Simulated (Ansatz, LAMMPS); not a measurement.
# Charge trapping in aqueous Rb+ and F-, 4.5 mol of salt per kg of water at 330 K (117 atoms): runs compared

Aim: add and remove one electron in aqueous Rb+ and F-, 4.5 mol of salt per kg of water at 330 K (117 atoms), with atoms held and relaxed, and read trapping energy and localisation.

Computed with Ansatz 0.2.0: Kohn-Sham DFT, PBE+D4, PAW (set soft_2), plane waves.

## Step 1: The cell

The cell holds 117 atoms: 37 O, 74 H, 3 Rb and 3 F. Its edges and angles: a = 10.567 Å, b = 10.567 Å, c = 10.567 Å, α = 90.0°, β = 90.0°, γ = 90.0°. 37 H2O, 3 Rb+, 3 F- placed at random, at 1.38 g/cm³; overlaps pushed apart, then 10 ps at 420 K with Joung-Cheatham ions (J. Phys. Chem. B 112, 9020 (2008)); SPC/E water (Berendsen, Grigera and Straatsma, J. Phys. Chem. 91, 6269 (1987)). Snapshot after 20 ps at 330 K and fixed volume.

Limits known from the start: The network of contacts between molecules at the start is that of the classical potential that made the cell, and needn't be the one that DFT or experiment would give. The Brillouin zone is sampled at Γ only, in a cell whose shortest periodic width is 11 Å. The liquid is relaxed first, so the results are those of a frozen frame at zero temperature.

## Step 2: The reference run

The reference is a single point at the end of the relaxation.

The charged cells start from the geometry of this run, on a uniform background, with spin and a narrow Fermi–Dirac smearing.

Its input, with most atom lines left out:

```yaml
crystal:
  lattice:
    - [10.56729, 0.0, 0.0]
    - [0.0, 10.56729, 0.0]
    - [0.0, 0.0, 10.56729]
  atoms:
    - { symbol: O, position: [0.18819, 0.86633, 0.241] }
    - { symbol: H, position: [0.26169, 0.83711, 0.29257] }
    - { symbol: H, position: [0.16202, 0.79612, 0.18502] }
    - { symbol: O, position: [0.89894, 0.58559, 0.7592] }
    - { symbol: H, position: [0.97507, 0.57113, 0.81107] }
    - { symbol: H, position: [0.86323, 0.49923, 0.74327] }
    - { symbol: O, position: [0.16186, 0.22816, 0.47006] }
    [... atom lines 8 to 117 left out ...]
kpoints:
  mp_grid: { grid: [1, 1, 1] }
hamiltonian:
  xc: pbe
  dispersion: d4
scf:
  occupations: { method: gaussian, width: 0.025 }
output:
  forces: true
  stress: true
  populations: true
  dos:
    method: { smearing: { sigma: 0.1 } }
    de: 0.1
    projected: { site_lists: { F: [F], H: [H], O: [O], Rb: [Rb] } }
  eigenvalues: true
  write_density: true
  write_potential: true
  volumetric_format: npy
```

```
free energy per atom   : -294.2735 eV/atom
r.m.s. force component : 0.00878 eV/Å
pressure               : 0.01032 GPa
```

Filled and empty levels are parted by 5.08 eV (at Γ alone); a semilocal functional tends to put such gaps too low. In a disordered cell it changes from sample to sample and from frame to frame.

## Step 3: The runs

Each row is one run, on 4 threads of Intel Xeon Platinum 8259CL at 2.50GHz (Skylake/Cascade Lake), shared host. The free energy is the program's total, comparable only between runs with the same functional; between charge states it hangs on the program's zero of potential.

```csv
run,atoms,outcome,relaxation steps,free energy (eV),time,host memory (GiB)
Single point at the start,117,converged,-,-34423.693,11 s,1.3
Relaxation,117,converged,19,-34429.995,3.6 min,1.3
Single point at the relaxed geometry,117,converged,-,-34429.995,15 s,1.3
"An extra electron, atoms held",117,converged,-,-34427.005,35 s,2.1
"An extra electron, atoms relaxed",117,converged,2,-34427.012,73 s,2.0
"An extra electron, levels at the relaxed geometry",117,converged,-,-34427.012,36 s,2.1
Neutral at the geometry of the electron,117,converged,-,-34429.990,14 s,1.3
"An extra hole, atoms held",117,converged,-,-34427.819,76 s,2.1
"An extra hole, atoms relaxed",117,converged,4,-34427.879,3 min,2.1
"An extra hole, levels at the relaxed geometry",117,converged,-,-34427.879,79 s,2.1
Neutral at the geometry of the hole,117,converged,-,-34429.915,14 s,1.4
```

In some runs the program notes that the dispersion model switches parameters near this geometry, the exchange-correlation potential is rough where the density is thin and starting moments were not kept.

## Step 4: Energies and spread of the extra charge

Energies are differences within one cell and functional; the shift is the gain plus the neutral cell's energy at the new geometry, that is how much cheaper the vertical process becomes there. The spread is the participation number of the site moments (1/Σw², over the spin inside atomic spheres), with the atom that holds the largest share and the spin that the spheres hold in all.

```
 carrier  charged less neutral, atoms held (eV)  gain on relaxing (eV)  neutral cell at that geometry, less the reference (eV)  shift of the vertical energy (eV)      spread, atoms held         spread, relaxed
electron                                  2.990                  0.007                                                   0.005                              0.012                       -                       -
    hole                                  2.176                  0.060                                                   0.080                              0.140  26; O79 7 % of 0.36 μB  19; O79 9 % of 0.36 μB
```

## Step 5: Outcome

The extra electron gains 0.0071 eV as the atoms relax: so small a gain shows no trapping at this level. The cell with the electron keeps a moment of only 0.00 μB where one unpaired electron should give 1 μB: the carrier is shared between both spins, which can hide trapping. The extra hole gains 0.060 eV as the atoms relax, and its spin goes from about 26 to 19 atoms: it stays spread out at this level. The hole is shared among 2 partly filled levels, as near-degenerate levels under the smearing give, and as self-interaction favours. With the atoms held, the spheres hold only 0.36 of the 1.00 μB, so the spread is read from a small part of the spin. Adding the two vertical energies gives 5.17 eV, against a gap of 5.08 eV in the neutral cell. The zero of the potential cancels in this sum; the excess likely reflects the charging energy of carriers confined to few atoms or to a small cell, partly offset by their attraction to the background.

**Limits.** Single energies of charged cells hang on the program's zero of potential. In the spin-polarised runs the search for a state of lower energy was switched off. No distortion was seeded, so a trapped state behind a barrier can't be found. Semilocal functionals favour spread-out charges, so trapping can be missed. In the spin-polarised runs the search for a state of lower energy was switched off. The program warns that the dispersion model switches its C6 values near this geometry, which can put artefacts into forces and pressure. The density was typed from a rule of thumb and may lie off the real one at this temperature. Charged cells carry a uniform background, with no correction for images.

The DFT runs together took 13 min of wall time.

[Long decimals in the printed logs are rounded to 6 places.]

[Logs are printed without paths, hosts, clocks, repeated set-up lines and the standing remarks that a program may print on its own settings, such as how far it seeks lower states.]

[Hosts, paths, dates, database ids (printed as entryN), source tags and the programs' standing remarks are cut or masked in the printed files.]
